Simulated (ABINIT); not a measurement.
Computed results, one entry a study.

### Quasiparticle gap of WSe2 (P6_3/mmc) in ABINIT

It takes space group P6_3/mmc (No. 194, hexagonal). Conventional cell: a = 3.290 Å, b = 3.290 Å, c = 12.970 Å, α = 90.00°, β = 90.00°, γ = 120.00°. Nearest to W lie 6 Se at 2.53 Å. Nearest to Se lie 3 W at 2.53 Å. Farther neighbours, and contacts between anions beyond the nearest, are not listed.

```xyz
6
Lattice="3.2900 0.0000 0.0000 -1.6450 2.8492 0.0000 0.0000 0.0000 12.9700" Properties=species:S:1:pos:R:3 pbc="T T T"
W     0.0000    1.8995    3.2425
W     1.6450    0.9497    9.7275
Se    0.0000    1.8995    8.0544
Se    1.6450    0.9497    1.5694
Se    0.0000    1.8995   11.4006
Se    1.6450    0.9497    4.9156
```

```
method                               : RPA screening on PBE with spin-orbit coupling, plane waves, norm-conserving pseudopotentials (and 2 further levels or steps)
program                              : ABINIT 10.8.3
settings                             : cutoff 58 Ha, PseudoDojo fully relativistic 0.4 stringent, norm-conserving, potential set dojo-fr-pbe-0.4-stringent, ngkpt (3, 3, 1), nband 342, ecuteps 4.4 Ha, shiftk (0, 0, 0), symchi 1, awtr 1, gwmem 10, frequency ppm, 3×3×1 k-mesh
notes                                : The database entry behind the starting cell differs from other determinations of this structure. The program’s warnings: Neglecting <n,k|[Vnl,iqr]|m,k> and nproc spkpt=  >= nkpt= * nsppol=. The cell and positions come from the Crystallography Open Database and are kept as given unless a step says otherwise. Limits: screening head approximate. Local fields lower the RPA ε∞ on this mesh from 23.71 to 21.20; a Γ-centred mesh this coarse tends to raise both, most where the direct gap is narrow, while a short band sum lowers them. The 3×3×1 mesh is coarse for this cell, which bears on the long-range parts of exchange and screening.
PBE gap                              : 0.91 eV, indirect
G0W0 gap on the mesh                 : 1.75 eV
G0W0 gap over the zone (rigid shift) : 1.45 eV
GW settings                          : 3×3×1 mesh, 342 bands, screening to 119.7 eV, Godby-Needs plasmon pole
known limits                         : short of the basis limit; screening head approximate; coarse k mesh
```

G0W0 moves the gap on the mesh from 1.20 eV to 1.75 eV (+0.54 eV), with Z of 0.80 and 0.80 at the edges. The mesh misses the band edges by 0.30 eV in all; a rigid shift gives 1.45 eV for the zone.

[Long decimals in the printed logs are rounded to 6 places.]

[Logs are printed without paths, hosts, clocks, repeated set-up lines and the standing remarks that a program may print on its own settings, such as how far it seeks lower states.]

[Paths, hosts, dates, memory and timing lines, banners, echoed tables and standing remarks are left out of the program output; an Ansatz launch command may be rebuilt from the run's recorded settings. Measured values are a selection of at most five: reports struck by readers or far from the other reports are left out. None is set beside runs whose start may be inverted or whose files or cutoffs have a known fault.]

[Runs of the session that timed out or met a known fault of the program may be left out.]

[Hosts, paths, dates, database ids (printed as entryN), source tags and the programs' standing remarks are cut or masked in the printed files.]

[G0W0 gaps are taken among the corrected bands and points alone; a level outside them can change the order at an edge.]

[Where Ansatz stands beside ABINIT at settings called matched, ABINIT's density can come from a denser mesh and the files from another edition; pairs whose starting gaps differed by over 0.03 eV were left out, so agreement reads better than it is.]
